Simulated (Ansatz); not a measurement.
# Formation energy and levels of the vacancy V_Li in LiMgVO4 (Cmcm)

Wanted: the transition levels of a vacancy in LiMgVO4 (Cmcm), from a cell of 56 host atoms with 1 Li taken out.

Main program and level: Ansatz 0.2.0; place-levels on PBEsol runs: charge-transition levels and formation energies with image-charge correction and potential alignment at the atomic sites.

This is a report of a sequence of runs, with most program output left out.

### 1. Starting point

The cell holds 55 atoms: 7 Li, 8 Mg, 8 V and 32 O. Cell: a = 10.594 Å, b = 8.385 Å, c = 10.248 Å, α = 68.5°, β = 47.4°, γ = 64.1°. It derives from LiMgVO4 (space group Cmcm). Nearest the centre at fractional (0.544, 0.706, 0.294): O24 at 1.93 Å, O54 at 1.93 Å, O51 at 2.08 Å, O30 at 2.08 Å, V22 at 2.64 Å, O50 at 3.08 Å, O28 at 3.08 Å, V18 at 3.12 Å.

The host's dielectric constants go in as inputs: (3.63, 3.69, 3.60) for the electrons alone, (12.15, 8.58, 7.38) with the ions, from a response run on this crystal (DFPT, PBEsol) at that run's own cell.

The cell's shortest repeat is 8.4 Å.

### 2. The runs of each charge state

A transition level is the Fermi level at which two charge states cost the same, so each charge needs its own total energy, at its own relaxed structure.

Random displacements of about 0.05 Å break the site symmetry at the start, so that the relaxation can reach a distorted minimum if there is one. Forces are taken at one point at (¼, ¼, ¼). The cell holds 1 electron more than the neutral one, with a uniform background that keeps it neutral on the whole.

The sampling was tested on the host first: at the k-points planned (1x1x1 shifted 0.25 0.25 0.25) its energy lies 0.001 eV an atom from the dense-mesh value, under the bound of 0.02 eV set for this test; that bounds the host's error, not the defect's.

One of the inputs; charge, spin and start change from state to state.

File qm1.relax/input.yaml:

```yaml
crystal:
  lattice:
    - [0.0, 8.5717248, 6.22503206]
    - [5.61714234, 0.0, 6.22503206]
    - [5.61714234, 8.5717248, 0.0]
  atoms:
    - { symbol: Li, position: [0.4561773, 0.2938227, 0.2061773] }
    - { symbol: Li, position: [0.4561773, 0.2938227, 0.7061773] }
[... 5 atom lines left out ...]
    - { symbol: Mg, position: [0.0, 0.5, 0.0] }
[... 1 atom line left out ...]
    - { symbol: Mg, position: [0.5, 0.0, 0.0] }
[... 1 atom line left out ...]
    - { symbol: Mg, position: [0.25, 0.75, 0.25] }
    - { symbol: Mg, position: [0.25, 0.75, 0.75] }
    - { symbol: Mg, position: [0.75, 0.25, 0.25] }
[... 2 atom lines left out ...]
    - { symbol: V, position: [0.30234376, 0.44765624, 0.55234376] }
    - { symbol: V, position: [0.80234376, 0.94765624, 0.05234376] }
[... 1 atom line left out ...]
    - { symbol: V, position: [0.19765624, 0.05234376, 0.44765624] }
[... 1 atom line left out ...]
    - { symbol: V, position: [0.69765624, 0.55234376, 0.44765624] }
    - { symbol: V, position: [0.69765624, 0.55234376, 0.94765624] }
    - { symbol: O, position: [0.35567399, 0.61446977, 0.38553023] }
[... 3 atom lines left out ...]
    - { symbol: O, position: [0.25754378, 0.99245622, 0.26235582] }
[... 1 atom line left out ...]
    - { symbol: O, position: [0.75754378, 0.49245622, 0.26235582] }
[... 5 atom lines left out ...]
    - { symbol: O, position: [0.36446977, 0.10567399, 0.39432601] }
[... 2 atom lines left out ...]
    - { symbol: O, position: [0.86446977, 0.60567399, 0.89432601] }
[... 1 atom line left out ...]
    - { symbol: O, position: [0.14432601, 0.88553023, 0.61446977] }
    - { symbol: O, position: [0.64432601, 0.38553023, 0.11446977] }
[... 7 atom lines left out ...]
    - { symbol: O, position: [0.51235582, 0.73764418, 0.00754378] }
    - { symbol: O, position: [0.51235582, 0.73764418, 0.50754378] }
[... 2 atom lines left out ...]
    - { symbol: O, position: [0.63553023, 0.89432601, 0.10567399] }
    - { symbol: O, position: [0.63553023, 0.89432601, 0.60567399] }
  host:
    repeats: [1, 1, 1]
    atoms:
      - { symbol: Li, position: [0.4561773, 0.2938227, 0.2061773] }
      - { symbol: Li, position: [0.4561773, 0.2938227, 0.7061773] }
      # ... 54 more atoms of the perfect host
total_charge: -1
basis:
  ecutwfc: 420
  xc_grid: 2
hamiltonian:
  xc: pbesol
kpoints:
  mp_grid: { grid: [1, 1, 1], shift: [0.25, 0.25, 0.25] }
scf:
  occupations: { method: fixed }
  max_iter: 80
output:
  forces: true
  charged_corrections:
    epsilon: [3.63, 3.69, 3.6]
    static_epsilon: [12.15, 8.58, 7.38]
    defect_position: [0.543823, 0.706177, 0.293823]
relax:
  f_tol: 0.02
  max_steps: 80
  random_displacement: { amplitude: 0.05, seed: 5104 }
checkpoint:
  write: "../qm1.relax.run"
  compress: false
  write_wavefunctions: true
  write_every: 100000
```

The run is started by

```
$ ansatz run input.yaml --threads 4 --pin off --max-ram 7536MiB --backend cpu --events-out ev --progress --plain --runs-dir out
```

Defect states can disperse in a cell of this size, so the energy is taken again at a 2×2×2 shifted mesh, on the relaxed structure.

The run of this state that the levels use, under PBEsol:

File qm1.point/input.yaml:

```yaml
crystal:
  checkpoint: "../qm1.relax.run"
  host: checkpoint
total_charge: -1
basis:
  ecutwfc: 420
  xc_grid: 2
hamiltonian:
  xc: pbesol
kpoints:
  mp_grid: { grid: [2, 2, 2], shift: [0.5, 0.5, 0.5] }
scf:
  occupations: { method: fermi_dirac, width: 0.01 }
  max_iter: 80
output:
  forces: true
  eigenvalues: true
  charged_corrections:
    epsilon: [3.63, 3.69, 3.6]
    static_epsilon: [12.15, 8.58, 7.38]
    defect_position: [0.543823, 0.706177, 0.293823]
  eigenstates: { localisation: true }
  populations: true
  band_densities: [{ bands: [v1, v1] }, { bands: [c1, c1] }]
  write_density: true
  write_potential: true
  volumetric_format: npy
checkpoint:
  read: "../qm1.relax.run"
  write: "../qm1.point.run"
  compress: false
  write_wavefunctions: false
  write_every: 100000
```

Relaxations under PBEsol at one point at (¼, ¼, ¼); times on 4 threads of Arm Neoverse V1, shared host:

| charge | moment (μB) | occupations | outcome | steps | largest displacement against the far atoms (Å) | time |
| --- | --- | --- | --- | --- | --- | --- |
| −1 | 0 | fixed | converged | 6 | 0.13 | 50 s |
| 0 | 1 | fixed | converged | 9 | 0.13 | 3.1 min |
| +1 | 0 | fixed | converged | 8 | 0.13 | 78 s |
| +1 | 2 | fixed | converged | 9 | 0.11 | 3.4 min |

Single points under PBEsol at a 2×2×2 shifted mesh; times on 4 threads of Arm Neoverse V1, shared host:

| charge | moment (μB) | occupations | outcome | time |
| --- | --- | --- | --- | --- |
| −1 | 0 | fermi-dirac | converged | 44 s |
| 0 | 1 | fermi-dirac | converged | 2.6 min |
| +1 | 0 | fermi-dirac | converged | 76 s |
| +1 | 2 | fermi-dirac | converged | 2.6 min |

Distances (Å) from the ideal centre to the nearest atoms after relaxation with PBEsol:

| charge | moment (μB) | 1. | 2. | 3. | 4. | 5. | 6. |
| --- | --- | --- | --- | --- | --- | --- | --- |
| −1 | 0 | O 2.03 | O 2.03 | O 2.21 | O 2.21 | V 2.61 | O 3.11 |
| 0 | 1 | O 1.99 | O 2.02 | O 2.19 | O 2.21 | V 2.61 | O 3.10 |
| +1 | 0 | O 1.98 | O 1.98 | O 2.17 | O 2.22 | V 2.60 | O 3.10 |
| +1 | 2 | O 1.97 | O 2.00 | O 2.18 | O 2.20 | V 2.60 | V 3.11 |

### 3. Placing the levels, PBEsol

A charged cell interacts with its images and the background, and its potential has another zero than the host's. place-levels removes the first by a point-charge model, screened by the static dielectric constant since the ions have relaxed around the charge, and the second by comparing potentials at atoms far from the defect.

The host is a run of the defect-free crystal in the same cutoffs, grids and k-points, so that basis and sampling errors cancel in part in the differences. Its band edges come from a run of the primitive cell that searches the zone for them. The host is run in a cell of 28 atoms on a matching mesh. Chemical potentials are energies per atom of Li (bcc), run with the same functional and cutoff.

File levels.point.yaml:

```yaml
host:
  run: host.point.run
  levels_from: { run: edges.point.run }
states: [qm1.point.run, q0_M1.point.run, qp1.point.run, qp1_M2.point.run]
geometry_from:
  qm1.point.run: qm1.relax.run
  q0_M1.point.run: q0_M1.relax.run
  qp1.point.run: qp1.relax.run
  qp1_M2.point.run: qp1_M2.relax.run
  host.point.run: host.relax.run
chemical_potentials:
  Li:
    energy: -202.99658
    dataset: "<sha256 of the dataset>"
epsilon: [3.63, 3.69, 3.6]
static_epsilon: [12.15, 8.58, 7.38]
vertical:
  - { from: qm1.point.run, to: qm1.point_neutral.run }
  - { from: qp1.point.run, to: qp1.point_neutral.run }
  - { from: qp1_M2.point.run, to: qp1_M2.point_neutral.run }
```

The run is started by

```
$ ansatz place-levels levels.point.yaml -- --threads 4 --pin off --max-ram 7536MiB
```

Wall time 0.45 s (4 threads of Arm Neoverse V1, shared host).

Under PBEsol the gap is 3.41 eV, (+1/0) 0.00 (with band filling), (0/−1) 0.05 eV.

Levels between the charges placed, in eV above the valence top:

|  | gap (eV) | (+1/0) | (0/−1) |
| --- | --- | --- | --- |
| PBEsol | 3.41 | 0.00 | 0.05 |

Corrections by state:

| charge | moment (μB) | image terms and alignment (eV) | band filling (eV) | ε used | over the lowest of its charge, as the program ranks them, band filling apart (eV) |
| --- | --- | --- | --- | --- | --- |
| +1 | 2.0 | -0.036 | -0.328 | principal values (7.38, 8.58, 12.15) | 0.000 |
| 0 | 1.0 | 0.000 | - | - | 0.000 |
| −1 | 0.0 | 0.333 | - | principal values (7.38, 8.58, 12.15) | 0.000 |
| +1 | 0.0 | -0.052 | - | principal values (7.38, 8.58, 12.15) | 0.044 |

The charged structures listed were also run neutral, and place-levels reads from each pair, by the potential or the spins, how wide the charge is by which they differ; that can be the carrier of either run.

| charge | rms radius (Å) | spread where it is widest against the cell (Å) | wide from (Å) | reading |
| --- | --- | --- | --- | --- |
| +1 | 4.8 | 2.83 | 1.30 | wide |
| −1 | 4.2 | 2.42 | 1.30 | wide |

The neutral runs of these pairs need not share the spin of the lowest neutral state, and very wide values only mean spread over the cell.

From the program's caveats on the states, each cut to its opening words:

- charge +1 (2 μB): it parts from the run at its places by a charge that spreads by about 2.8 Å along one vector (1.3 Å or more is wide), by its potential at epsilon [3.63, 3.69, [...]
- charge +1 (2 μB): a band-filling correction moves a carrier to the host's band edge, which changes its energy by -0.328 eV
- charge +1 (2 μB), +1: its displacements don't fall off away from the defect: farther atoms stand 0.034 Å off the host's places
- charge 0 (1 μB): its displacements don't fall off away from the defect: farther atoms stand 0.041 Å off the host's places
- charge −1: it parts from the run at its places by a charge that spreads by about 2.4 Å along one vector (1.3 Å or more is wide), by its potential at epsilon [3.63, 3.69, [...]
- charge −1: its displacements don't fall off away from the defect: farther atoms stand 0.054 Å off the host's places
- charge +1: it parts from the run at its places by a charge that spreads by about 3.6 Å along one vector (1.3 Å or more is wide), by its potential at epsilon [3.63, 3.69, [...]
- charge +1: the host's ions (past the first shell or, of a walk that freed a part, those that it held) aren't shown at rest: they stand up to 0.052 Å off their sites, 0.52 [...]

Chemical potentials of the elements' reference phases, run alike. Formation energy by charge state (elemental references; gap 3.41 eV):

| charge | at valence top (eV) | at conduction bottom (eV) | correction included (eV) |
| --- | --- | --- | --- |
| +1 | 5.12 | 8.53 | -0.36 |
| 0 | 5.12 | 5.12 | 0.00 |
| −1 | 5.17 | 1.76 | 0.33 |

```json
{"Fermi level (eV)": "0.00", "lowest formation energy (eV)": "5.12"}
{"Fermi level (eV)": "0.31", "lowest formation energy (eV)": "4.86"}
{"Fermi level (eV)": "0.62", "lowest formation energy (eV)": "4.55"}
{"Fermi level (eV)": "0.93", "lowest formation energy (eV)": "4.24"}
{"Fermi level (eV)": "1.24", "lowest formation energy (eV)": "3.93"}
{"Fermi level (eV)": "1.55", "lowest formation energy (eV)": "3.62"}
{"Fermi level (eV)": "1.86", "lowest formation energy (eV)": "3.31"}
{"Fermi level (eV)": "2.17", "lowest formation energy (eV)": "3.00"}
{"Fermi level (eV)": "2.48", "lowest formation energy (eV)": "2.69"}
{"Fermi level (eV)": "2.79", "lowest formation energy (eV)": "2.38"}
{"Fermi level (eV)": "3.10", "lowest formation energy (eV)": "2.07"}
{"Fermi level (eV)": "3.41", "lowest formation energy (eV)": "1.76"}
```

### 4. The same at the relaxations' own k-points

The relaxations' own energies give the levels at their sampling, for comparison.

File levels.relax_mesh.yaml:

```yaml
host:
  run: host.relax.run
  levels_from: { run: edges.relax.run }
states: [qm1.relax.run, q0_M1.relax.run, qp1.relax.run, qp1_M2.relax.run]
chemical_potentials:
  Li:
    energy: -202.99658
    dataset: "<sha256 of the dataset>"
```

The run is started by

```
$ ansatz place-levels levels.relax_mesh.yaml -- --threads 4 --pin off --max-ram 7536MiB
```

It took 0.14 s on 4 threads.

Levels between neighbouring charges, in eV above the valence top:

|  | gap (eV) | (+1/0) | (0/−1) |
| --- | --- | --- | --- |
| one point at (¼, ¼, ¼) | 3.41 | 0.00 | 0.10 |
| a 2×2×2 shifted mesh | 3.41 | 0.00 | 0.05 |

Going from one point at (¼, ¼, ¼) to a 2×2×2 shifted mesh moves the levels that carry no band-filling term by up to 0.04 eV and formation energies against the elements by up to 0.05 eV; band-filling terms, which differ between samplings, are in these energies.

### 5. Placing the levels, r2SCAN

r2SCAN on the same structure is run to see how far the result rests on the functional, though not on the errors that semilocal functionals share; the sampling changes too, to one point at (¼, ¼, ¼), so differences hold both changes.

qm1.r2scan/input.yaml, as its differences from qm1.point/input.yaml of step 2:

```diff
@@ -5,8 +5,8 @@
 basis:
-  ecutwfc: 420
+  ecutwfc: 500
   xc_grid: 2
 hamiltonian:
-  xc: pbesol
+  xc: r2scan
 kpoints:
-  mp_grid: { grid: [2, 2, 2], shift: [0.5, 0.5, 0.5] }
+  mp_grid: { grid: [1, 1, 1], shift: [0.25, 0.25, 0.25] }
 scf:
@@ -28,4 +28,3 @@
 checkpoint:
-  read: "../qm1.relax.run"
-  write: "../qm1.point.run"
+  write: "../qm1.r2scan.run"
   compress: false
```

Run time: 29 s. Hardware: 4 threads; peak memory 1.6 GiB; 1.8 min of CPU time.

File levels.r2scan.yaml:

```yaml
host:
  run: host.r2scan.run
  levels_from: { run: edges.r2scan.run }
states: [qm1.r2scan.run, q0_M1.r2scan.run, qp1.r2scan.run, qp1_M2.r2scan.run]
geometry_from:
  qm1.r2scan.run: qm1.relax.run
  q0_M1.r2scan.run: q0_M1.relax.run
  qp1.r2scan.run: qp1.relax.run
  qp1_M2.r2scan.run: qp1_M2.relax.run
  host.r2scan.run: host.relax.run
chemical_potentials:
  Li:
    energy: -205.1324
    dataset: "<sha256 of the dataset>"
```

The run is started by

```
$ ansatz place-levels levels.r2scan.yaml -- --threads 4 --pin off --max-ram 7536MiB
```

Elapsed: 0.26 s, on 4 threads.

Under r2SCAN the gap is 3.78 eV, (+1/0) -0.02 (outside the gap) (with band filling), (0/−1) 0.12 eV.

### 6. A changed set-up

The levels are placed again with one choice changed, to see how much they rest on it.

levels.try0.yaml is levels.point.yaml with these lines changed:

```diff
-epsilon: [3.63, 3.69, 3.6]
-static_epsilon: [12.15, 8.58, 7.38]
+epsilon: 1.0001
+static_epsilon: 1.0001
```

The run is started by

```
$ ansatz place-levels levels.try0.yaml -- --threads 4 --pin off --max-ram 7536MiB
```

The change: no screening of the image charge.

Levels in eV above the valence top; the changed ones are not the defect's:

|  | gap (eV) | (+1/0) | (0/−1) |
| --- | --- | --- | --- |
| changed | 3.41 | 0.00 | 1.48 |
| as set up | 3.41 | 0.00 | 0.05 |

The largest shift is 1.43 eV, band-filling terms included.

### 7. Cost and result

Levels between neighbouring charges, in eV above each run's own valence top:

|  | gap (eV) | (+1/0) | (0/−1) | CPU time a state at this stage (restarts are quicker than cold starts) |
| --- | --- | --- | --- | --- |
| PBEsol, 2×2×2 shifted mesh | 3.41 | 0.00 | 0.05 | 6.8 min |
| r2SCAN on PBEsol structures, (¼, ¼, ¼) | 3.78 | -0.02 | 0.12 | 4.6 min |

### 8. Summary of results

| Property | Result |
| --- | --- |
| gap of the host | 3.41 eV (PBEsol) |
| level (plus 1/0) | 0.00 eV above the valence top (-0.33 eV above the valence top without the band-filling term) |
| level (0/minus 1) | 0.05 eV above the valence top |
| lowest of the charges placed, just above the valence top (0.02 eV) | 0 |
| lowest of the charges placed, just below the conduction bottom (0.02 eV) | −1 |
| lowest formation energy at mid-gap of the charges run, elemental references | 3.46 eV |

What this shows: Of the charges placed (−1, 0 and +1), the lowest changes at 0.05 eV (0/−1) above the valence top, in a gap of 3.41 eV. (0/−1) lies nearer to a band edge than the share of the finite-size correction in it (0.33 eV), and that correction holds for a localised charge alone. (0/−1) lies 0.05 eV from a band edge, less than the doubt on such levels. Charges below −1 were not placed, so these runs say nothing of levels that involve them. States placed: +1 at 2 μB and 0 μB; 0 at 1 μB; −1 at 0 μB. Other spin states or structures, where not listed, weren't placed. The program finds carriers beyond a band edge of the host and adds a band-filling term at charge +1 (-0.33 eV); steps to such a charge show no bound level, and a defect level inside a band would be read the same way. Going from one point at (¼, ¼, ¼) to a 2×2×2 shifted mesh moves the levels that carry no band-filling term by up to 0.04 eV and formation energies against the elements by up to 0.05 eV; band-filling terms, which differ between samplings, are in these energies. Keep in mind: the images are only 8.4 Å apart; PBEsol makes the gap too small and tends to spread out bound carriers; where a gas molecule sets a chemical potential or the host's formation energy, its binding is uncorrected; force components of up to 0.28 eV/Å remain in a run at the final settings.

[Logs are printed without paths, hosts, clocks, repeated set-up lines and the standing remarks that a program may print on its own settings, such as how far it seeks lower states.]

[Hosts, paths, dates, database ids (printed as entryN), source tags and the programs' standing remarks are cut or masked in the printed files.]

[Where a table of states has a column of steps, it counts the stored structures, which are thinned; the runs took as many ionic steps or more.]

[A defect's name tells the site on which it was built; relaxed atoms can leave that site.]

[For some hosts the program warned that the k-mesh of the response run may be too coarse for force constants and the static dielectric constant; such warnings are not shown here.]
